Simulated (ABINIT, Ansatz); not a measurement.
# Quasiparticle gap of Sr2FeH6 (Fm-3m) in ABINIT

Aim: the G0W0 gap of Sr2FeH6 (Fm-3m) on LDA, step by step.

Program: ABINIT 10.8.3. Level of theory: LDA and many-body steps on it, plane waves. Results are calculated unless marked as measured.

## 1. Set-up

It takes space group Fm-3m (No. 225, cubic). The conventional cell has a = 7.415 Å, b = 7.415 Å, c = 7.415 Å, α = 90.00°, β = 90.00°, γ = 90.00°. Sr has 12 H at 2.63 Å nearest. Nearest to Fe lie 6 H at 1.61 Å. Nearest to H lie 1 Fe at 1.61 Å and 4 H at 2.28 Å and 4 Sr at 2.63 Å. Farther neighbours are not listed.

The cell and positions are those that the Materials Project relaxed with its own functionals (PBE, PBE+U or r2SCAN), kept fixed.

## 2. Ground state

This step: ABINIT 10.8.3; DFT, LDA, plane waves, norm-conserving pseudopotentials.

The ground-state density comes first.

The input, run.abi:

```
acell 3*1.0 Angstrom
rprim 
  -0.000000000000 3.707652250000 3.707652250000
  3.707652250000 -0.000000000000 3.707652250000
  3.707652250000 3.707652250000 -0.000000000000
ntypat 3
znucl 38 26 1
natom 9
typat 1 1 2 3 3 3 3 3 3
xred 
  0.750000000000 0.750000000000 0.750000000000
  0.250000000000 0.250000000000 0.250000000000
  0.000000000000 0.000000000000 0.000000000000
  0.782457990000 0.782457990000 0.217542010000
  0.217542010000 0.782457990000 0.217542010000
  0.782457990000 0.217542010000 0.217542010000
  0.217542010000 0.217542010000 0.782457990000
  0.782457990000 0.217542010000 0.782457990000
  0.217542010000 0.782457990000 0.782457990000
pp_dirpath "pseudos"
pseudos "Sr.upf, Fe.upf, H.upf"
ecut 39
ngkpt 6 6 6
nshiftk 1
shiftk 0 0 0
kptopt 1
chksymbreak 0
nband 29
occopt 1
tolvrs 1e-10
nstep 60
prtwf 0
optforces 0
optstress 0
indata_prefix "in"
outdata_prefix "out"
tmpdata_prefix "tmp"
```

Launch:

```console
$ OMP_NUM_THREADS=1 mpirun -n 4 abinit run.abi > log
```

Numbers of over 12 decimals in the logs are rounded to 6 here.

Log:

```text
.Version 10.8.3 of ABINIT. v10.8.2 released Aug 2026.

 Symmetries : space group Fm -3 m (#225); Bravais cF (face-center cubic)
================================================================================
 Values of the parameters that define the memory need of the present run
     intxc =       0    ionmov =       0      iscf =       7    lmnmax =       6
     lnmax =       6     mgfft =      60  mpssoang =       3    mqgrid =    3001
     natom =       9  nloc_mem =       1    nspden =       1   nspinor =       1
    nsppol =       1      nsym =      48    n1xccc =    2501    ntypat =       3
    occopt =       1   xclevel =       1
-    mband =          29        mffmem =           1         mkmem =           4
       mpw =        8030          nfft =      216000          nkpt =          16
================================================================================
  Rough estimation (10% accuracy) of disk space for files :
================================================================================

--------------------------------------------------------------------------------
------------- Echo of variables that govern the present computation ------------
--------------------------------------------------------------------------------
 -outvars: echo values of preprocessed input variables --------
            acell      1.8897261259E+00  1.8897261259E+00  1.8897261259E+00 Bohr

      chksymbreak           0
             ecut      3.90000000E+01 Hartree
-          fftalg         312

              ixc       -1012
              kpt      0.00000000E+00  0.00000000E+00  0.00000000E+00
                       1.66666667E-01  0.00000000E+00  0.00000000E+00
                       3.33333333E-01  0.00000000E+00  0.00000000E+00
                       5.00000000E-01  0.00000000E+00  0.00000000E+00
                       1.66666667E-01  1.66666667E-01  0.00000000E+00
                       3.33333333E-01  1.66666667E-01  0.00000000E+00
                       5.00000000E-01  1.66666667E-01  0.00000000E+00
                      -3.33333333E-01  1.66666667E-01  0.00000000E+00
                      -1.66666667E-01  1.66666667E-01  0.00000000E+00
   [... 5 further rows ...]
                      -3.33333333E-01  3.33333333E-01  1.66666667E-01
                      -3.33333333E-01  5.00000000E-01  1.66666667E-01
         kptrlatt        6    0    0      0    6    0      0    0    6
          kptrlen      5.94516770E+01
P           mkmem           4
            natom           9
            nband          29
            ngfft          60      60      60
             nkpt          16
            nstep          60
             nsym          48
           ntypat           3
              occ      2.000000  2.000000  2.000000  2.000000  2.000000  2.000000
                       2.000000  2.000000  2.000000  2.000000  2.000000  2.000000
                       2.000000  2.000000  2.000000  2.000000  2.000000  2.000000
                       2.000000  2.000000  2.000000  0.000000  0.000000  0.000000
                       0.000000  0.000000  0.000000  0.000000  0.000000
        optforces           0
        optstress           0
            prtwf           0
            rprim     -0.0000000000E+00  3.7076522500E+00  3.7076522500E+00
[...]
spgroup         225

           tolvrs      1.00000000E-10

             xred      7.5000000000E-01  7.5000000000E-01  7.5000000000E-01
[...]
znucl       38.00000   26.00000    1.00000

================================================================================

 chkinp: Checking input parameters for consistency.

================================================================================
== DATASET  1 ==================================================================
-   mpi_nproc: 4, omp_nthreads: 1 (-1 if OMP is not activated)

--- !DatasetInfo
iteration_state: {dtset: 1, }
dimensions: {natom: 9, nkpt: 16, mband: 29, nsppol: 1, nspinor: 1, nspden: 1, mpw: 8030, }
cutoff_energies: {ecut:  39.0, pawecutdg:  -1.0, }
electrons: {nelect:   4.20000000E+01, charge:   0.00000000E+00, occopt:   1.00000000E+00, tsmear:   1.00000000E-02, }

 Real(R)+Recip(G) space primitive vectors, cartesian coordinates (Bohr,Bohr^-1):
 R(1)=  0.0000000  7.0064473  7.0064473  G(1)= -0.0713628  0.0713628  0.0713628
 R(2)=  7.0064473  0.0000000  7.0064473  G(2)=  0.0713628 -0.0713628  0.0713628
 R(3)=  7.0064473  7.0064473  0.0000000  G(3)=  0.0713628  0.0713628 -0.0713628
 Unit cell volume ucvol=  6.8789726E+02 bohr^3
 Angles (23,13,12)=  6.00000000E+01  6.00000000E+01  6.00000000E+01 degrees

 getcut: wavevector=  0.0000  0.0000  0.0000  ngfft=  60  60  60
         ecut(hartree)=     39.000   => boxcut(ratio)=   2.15398

--- Pseudopotential description ------------------------------------------------
- Sr Generated using ONCVPSP code by D. R. Hamann
- 38.00000  10.00000  180309                  znucl, zion, pspdat
12 -1012 2 -1 1812                            pspcod,pspxc,lmax,lloc,mmax
     nproj     2     2     2
  pspatm : epsatm=   12.22067766
         --- l  ekb(1:nproj) -->
[...]
pspatm: atomic psp has been read  and splines computed

- Fe Generated using ONCVPSP code by D. R. Hamann
- 26.00000  16.00000  180309                  znucl, zion, pspdat
[...]
pspatm: atomic psp has been read  and splines computed

- H Generated using ONCVPSP code by D. R. Hamann
-  1.00000   1.00000  180309                  znucl, zion, pspdat
12 -1012 1 -1 1180                            pspcod,pspxc,lmax,lloc,mmax
     nproj     2     1     0
  pspatm : epsatm=    0.35439867
         --- l  ekb(1:nproj) -->
[...]
1   -0.275071
 pspatm: atomic psp has been read  and splines computed

   1.75194689E+03                                ecore*ucvol(ha*bohr**3)
--------------------------------------------------------------------------------

_setup2: Arith. and geom. avg. npw (full set) are    8001.551    8001.539

================================================================================

--- !BeginCycle
iteration_state: {dtset: 1, }
solver: {iscf: 7, nstep: 60, nline: 4, wfoptalg: 0, }
tolerances: {tolvrs: 1.00E-10, }

     iter   Etot(hartree)      deltaE(h)  residm     vres2
 ETOT  1  -196.88489890928    -1.969E+02 1.580E-01 1.070E+03
 ETOT  2  -196.18704298633     6.979E-01 2.175E-02 9.149E+03
 ETOT  3  -196.71628040141    -5.292E-01 3.852E-03 5.357E+03
 ETOT  4  -197.24830459962    -5.320E-01 5.496E-03 1.485E+03
 ETOT  5  -197.41874722339    -1.704E-01 1.056E-03 4.170E+01
 ETOT  6  -197.42198926976    -3.242E-03 6.969E-04 4.008E+00
 ETOT  7  -197.42252131972    -5.320E-04 2.964E-04 4.457E-01
 ETOT  8  -197.42257278747    -5.147E-05 4.162E-04 1.659E-03
 ETOT  9  -197.42257307074    -2.833E-07 1.513E-04 1.465E-03
 ETOT 10  -197.42257320222    -1.315E-07 1.951E-04 3.919E-05
 ETOT 11  -197.42257320504    -2.816E-09 6.428E-05 9.895E-08
 ETOT 12  -197.42257320506    -2.498E-11 7.852E-05 8.007E-08
 ETOT 13  -197.42257320509    -2.478E-11 2.455E-05 4.917E-10
 ETOT 14  -197.42257320508     1.023E-11 3.005E-05 1.375E-11

 At SCF step   14       vres2   =  1.38E-11 < tolvrs=  1.00E-10 =>converged.

--- !ResultsGS
iteration_state: {dtset: 1, }
comment   : Summary of ground state results
lattice_vectors:
- [ -0.0000000,   7.0064473,   7.0064473, ]
- [  7.0064473,  -0.0000000,   7.0064473, ]
- [  7.0064473,   7.0064473,  -0.0000000, ]
lattice_lengths: [   9.90861,    9.90861,    9.90861, ]
lattice_angles: [ 60.000,  60.000,  60.000, ] # degrees, (23, 13, 12)
lattice_volume:   6.8789726E+02
convergence: {deltae:  1.023E-11, res2:  1.375E-11, residm:  3.005E-05, diffor:  0.000E+00, }
etotal    :  -1.97422573E+02
entropy   :   0.00000000E+00
fermie    :   1.95851979E-01
cartesian_stress_tensor: null
pressure_GPa: null
xred      :
- [  7.5000E-01,   7.5000E-01,   7.5000E-01, Sr]
- [  2.5000E-01,   2.5000E-01,   2.5000E-01, Sr]
- [  0.0000E+00,   0.0000E+00,   0.0000E+00, Fe]
- [  7.8246E-01,   7.8246E-01,   2.1754E-01,  H]
- [  2.1754E-01,   7.8246E-01,   2.1754E-01,  H]
- [  7.8246E-01,   2.1754E-01,   2.1754E-01,  H]
- [  2.1754E-01,   2.1754E-01,   7.8246E-01,  H]
- [  7.8246E-01,   2.1754E-01,   7.8246E-01,  H]
- [  2.1754E-01,   7.8246E-01,   7.8246E-01,  H]
cartesian_forces: null
force_length_stats: {min: null, max: null, mean: null, }

 Integrated electronic density in atomic spheres:
 ------------------------------------------------
 Atom  Sphere_radius  Integrated_density
[...]
================================================================================

 ----iterations are completed or convergence reached----

 Mean square residual over all n,k,spin=   18.300E-08; max=  30.049E-06
 reduced coordinates (array xred) for    9 atoms
[...]
0.217542010000      0.782457990000      0.217542010000
       0.782457990000      0.217542010000      0.217542010000
       0.217542010000      0.217542010000      0.782457990000
       0.782457990000      0.217542010000      0.782457990000
       0.217542010000      0.782457990000      0.782457990000
 rms dE/dt=  0.0000E+00; max dE/dt=  0.0000E+00; dE/dt below (all hartree)
    1       0.000000000000      0.000000000000      0.000000000000
    2       0.000000000000      0.000000000000      0.000000000000
    3       0.000000000000      0.000000000000      0.000000000000
    4       0.000000000000      0.000000000000      0.000000000000
    5       0.000000000000      0.000000000000      0.000000000000
    6       0.000000000000      0.000000000000      0.000000000000
    7       0.000000000000      0.000000000000      0.000000000000
    8       0.000000000000      0.000000000000      0.000000000000
    9       0.000000000000      0.000000000000      0.000000000000

 cartesian coordinates (angstrom) at end:
    1      5.561478     5.561478     5.561478
[...]
5      3.707652     1.613140     3.707652
    6      1.613140     3.707652     3.707652
    7      3.707652     3.707652     1.613140
    8      3.707652     5.802164     3.707652
    9      5.802164     3.707652     3.707652
 length scales=  1.889726125908  1.889726125908  1.889726125908 bohr
              =  1.000000000000  1.000000000000  1.000000000000 angstroms
 prteigrs : about to open file out_EIG
 Fermi (or HOMO) energy (hartree) =   0.19585   Average Vxc (hartree)=  -0.36608
 Eigenvalues (hartree) for nkpt=  16  k points:
 kpt#   1, nband= 29, wtk=  0.00463, kpt=  0.0000  0.0000  0.0000 (reduced coord)
  -2.92589   -1.69390   -1.69390   -1.69390   -1.06778   -1.06423   -0.41447   -0.41447
  -0.41447   -0.40223   -0.40223   -0.40223   -0.06660    0.06652    0.06652    0.07622
   0.07622    0.07622    0.19585    0.19585    0.19585    0.28013    0.28013    0.32225
   0.44605    0.44605    0.44633    0.44916    0.44916
 prteigrs : prtvol=0 or 1, do not print more k-points.

--- !EnergyTerms
iteration_state     : {dtset: 1, }
comment             : Components of total free energy in Hartree
kinetic             :  7.87473644469429E+01
hartree             :  6.84312543555731E+01
xc                  : -3.63718162225590E+01
Ewald energy        : -1.04712215473035E+02
psp_core            :  2.54681475771449E+00
local_psp           : -2.08867854574891E+02
non_local_psp       :  2.80387950517490E+00
total_energy        : -1.97422573205079E+02
total_energy_eV     : -5.37214189315887E+03
band_energy         : -2.33264025228366E+01

== END DATASET(S) ==============================================================
================================================================================

 -outvars: echo values of variables after computation  --------
           etotal     -1.9742257321E+02
            nband          29
             nkpt          16
          spgroup         225
 [... the other variables as echoed above ...]

 Calculation completed.
```

Wall time 51 s (4 MPI ranks of Arm Neoverse V2, shared host); peak memory 0.49 GiB.

Numbers from this step:

* total energy: -5372.1419 eV
* gap: 1.014 eV
* k of the valence top: 0, 0, 0
* k of the conduction bottom: 0.5, 0.5, 0
* least direct gap: 1.079 eV

The gap is indirect, with the least direct gap 0.07 eV higher.

## 3. Empty states on the mesh, 2×2×2 mesh, 76 bands

The sums over transitions need many empty states on a uniform mesh; this step solves for them.

run.abi: that of step 2 with these lines changed.

```diff
@@ -22,3 +22,3 @@
 ecut 39
-ngkpt 6 6 6
+ngkpt 2 2 2
 nshiftk 1
@@ -27,9 +27,10 @@
 chksymbreak 0
-nband 29
-occopt 1
-tolvrs 1e-10
+iscf -2
+irdden 1
+istwfk *1
+nband 76
+nbdbuf 6
+tolwfr 1e-09
 nstep 60
-prtwf 0
-optforces 0
-optstress 0
+prtvol 0
 indata_prefix "in"
```

Log:

```text
.Version 10.8.3 of ABINIT. v10.8.2 released Aug 2026.

 Symmetries : space group Fm -3 m (#225); Bravais cF (face-center cubic)
[... echo of the input left out ...]
== DATASET  1 ==================================================================
-   mpi_nproc: 4, omp_nthreads: 1 (-1 if OMP is not activated)
-    --> not optimal distribution: autoparal keyword recommended in input file <--

--- !DatasetInfo
iteration_state: {dtset: 1, }
dimensions: {natom: 9, nkpt: 3, mband: 76, nsppol: 1, nspinor: 1, nspden: 1, mpw: 8026, }
cutoff_energies: {ecut:  39.0, pawecutdg:  -1.0, }
electrons: {nelect:   4.20000000E+01, charge:   0.00000000E+00, occopt:   1.00000000E+00, tsmear:   1.00000000E-02, }

 Real(R)+Recip(G) space primitive vectors, cartesian coordinates (Bohr,Bohr^-1):
 R(1)=  0.0000000  7.0064473  7.0064473  G(1)= -0.0713628  0.0713628  0.0713628
 R(2)=  7.0064473  0.0000000  7.0064473  G(2)=  0.0713628 -0.0713628  0.0713628
 R(3)=  7.0064473  7.0064473  0.0000000  G(3)=  0.0713628  0.0713628 -0.0713628
 Unit cell volume ucvol=  6.8789726E+02 bohr^3
 Angles (23,13,12)=  6.00000000E+01  6.00000000E+01  6.00000000E+01 degrees

 getcut: wavevector=  0.0000  0.0000  0.0000  ngfft=  60  60  60
         ecut(hartree)=     39.000   => boxcut(ratio)=   2.15398

--- Pseudopotential description ------------------------------------------------
- Sr Generated using ONCVPSP code by D. R. Hamann
- 38.00000  10.00000  180309                  znucl, zion, pspdat
12 -1012 2 -1 1812                            pspcod,pspxc,lmax,lloc,mmax
     nproj     2     2     2
  pspatm : epsatm=   12.22067766
         --- l  ekb(1:nproj) -->
             0   10.067142    1.054393
             1    7.520551    1.675795
             2    4.085003    0.971115
 pspatm: atomic psp has been read  and splines computed

- Fe Generated using ONCVPSP code by D. R. Hamann
- 26.00000  16.00000  180309                  znucl, zion, pspdat
12 -1012 2 -1 1408                            pspcod,pspxc,lmax,lloc,mmax
     nproj     2     2     2
  pspatm : epsatm=   15.14527392
         --- l  ekb(1:nproj) -->
[...]
pspatm: atomic psp has been read  and splines computed

- H Generated using ONCVPSP code by D. R. Hamann
-  1.00000   1.00000  180309                  znucl, zion, pspdat
12 -1012 1 -1 1180                            pspcod,pspxc,lmax,lloc,mmax
     nproj     2     1     0
  pspatm : epsatm=    0.35439867
         --- l  ekb(1:nproj) -->
[...]
1   -0.275071
 pspatm: atomic psp has been read  and splines computed

--------------------------------------------------------------------------------

================================================================================
 prteigrs : about to open file out_EIG
 Non-SCF case, kpt    1 (  0.00000  0.00000  0.00000), residuals and eigenvalues=
[...]
5.87E-10  8.37E-10  2.71E-10  5.17E-10  6.46E-10  2.32E-10  6.18E-10  3.90E-10
[...]
1.21E-08  1.21E-06  8.61E-06  1.77E-03
 -2.9259E+00 -1.6939E+00 -1.6939E+00 -1.6939E+00 -1.0678E+00 -1.0642E+00
 -4.1447E-01 -4.1447E-01 -4.1447E-01 -4.0223E-01 -4.0223E-01 -4.0223E-01
 -6.6599E-02  6.6515E-02  6.6515E-02  7.6219E-02  7.6219E-02  7.6219E-02
[...]
1.0301E+00  1.0334E+00  1.0334E+00  1.0341E+00  1.0542E+00  1.0542E+00
  1.0542E+00  1.0752E+00  1.0752E+00  1.1586E+00  1.2303E+00  1.2303E+00
  1.2303E+00  1.3548E+00  1.3548E+00  1.3560E+00
 prteigrs : prtvol=0 or 1, do not print more k-points.

--- !ResultsGS
iteration_state: {dtset: 1, }
comment   : Summary of ground state results
lattice_vectors:
- [ -0.0000000,   7.0064473,   7.0064473, ]
- [  7.0064473,  -0.0000000,   7.0064473, ]
- [  7.0064473,   7.0064473,  -0.0000000, ]
lattice_lengths: [   9.90861,    9.90861,    9.90861, ]
lattice_angles: [ 60.000,  60.000,  60.000, ] # degrees, (23, 13, 12)
lattice_volume:   6.8789726E+02
convergence: {deltae:  0.000E+00, res2:  0.000E+00, residm:  9.954E-10, diffor:  0.000E+00, }
etotal    :  -1.97422573E+02
entropy   :   0.00000000E+00
fermie    :   1.95851979E-01
cartesian_stress_tensor: null
pressure_GPa: null
xred      :
- [  7.5000E-01,   7.5000E-01,   7.5000E-01, Sr]
- [  2.5000E-01,   2.5000E-01,   2.5000E-01, Sr]
- [  0.0000E+00,   0.0000E+00,   0.0000E+00, Fe]
- [  7.8246E-01,   7.8246E-01,   2.1754E-01,  H]
- [  2.1754E-01,   7.8246E-01,   2.1754E-01,  H]
- [  7.8246E-01,   2.1754E-01,   2.1754E-01,  H]
- [  2.1754E-01,   2.1754E-01,   7.8246E-01,  H]
- [  7.8246E-01,   2.1754E-01,   7.8246E-01,  H]
- [  2.1754E-01,   7.8246E-01,   7.8246E-01,  H]
cartesian_forces: null
force_length_stats: {min: null, max: null, mean: null, }

 Integrated electronic density in atomic spheres:
 ------------------------------------------------
 Atom  Sphere_radius  Integrated_density
[...]
================================================================================

 ----iterations are completed or convergence reached----

 Mean square residual over all n,k,spin=   43.581E-11; max=  99.543E-11
 reduced coordinates (array xred) for    9 atoms
[...]
0.782457990000      0.217542010000      0.782457990000
       0.217542010000      0.782457990000      0.782457990000

 cartesian coordinates (angstrom) at end:
    1      5.561478     5.561478     5.561478
[...]
9      5.802164     3.707652     3.707652
 length scales=  1.889726125908  1.889726125908  1.889726125908 bohr
              =  1.000000000000  1.000000000000  1.000000000000 angstroms
 prteigrs : about to open file out_EIG
 Eigenvalues (hartree) for nkpt=   3  k points:
 kpt#   1, nband= 76, wtk=  0.12500, kpt=  0.0000  0.0000  0.0000 (reduced coord)
[...]
0.99512    0.99512    1.03012    1.03012    1.03012    1.03343    1.03343    1.03414
   1.05425    1.05425    1.05425    1.07521    1.07521    1.15857    1.23028    1.23028
   1.23028    1.35478    1.35478    1.35603
 prteigrs : prtvol=0 or 1, do not print more k-points.

== END DATASET(S) ==============================================================
================================================================================

 -outvars: echo values of variables after computation  --------
            nband          76
             nkpt           3
          spgroup         225
 [... the other variables as echoed above ...]

 Calculation completed.
```

Wall time 17 s (4 MPI ranks); peak memory 0.36 GiB.

Numbers from this step:

* gap: 1.014 eV
* k of the valence top: 0, 0, 0
* k of the conduction bottom: 0.5, 0.5, 0
* least direct gap: 1.079 eV
* k points computed: 3
* lowest point of the top converged band, above the valence top: 26.20 eV

On this mesh the gap is 1.014 eV.

[end of part 1 of 2]

[Paths, hosts, dates, memory and timing lines, banners, echoed tables and standing remarks are left out of the program output.]

[Logs are printed without paths, hosts, clocks, repeated set-up lines and the standing remarks that a program may print on its own settings, such as how far it seeks lower states.]

[Runs of the session that timed out or met a known fault of the program may be left out.]

[Hosts, paths, dates, database ids (printed as entryN), source tags and the programs' standing remarks are cut or masked in the printed files.]

[G0W0 gaps are taken among the corrected bands and points alone; a level outside them can change the order at an edge.]

[Where Ansatz stands beside ABINIT at settings called matched, ABINIT's density can come from a denser mesh and the files from another edition; pairs whose starting gaps differed by over 0.03 eV were left out, so agreement reads better than it is.]
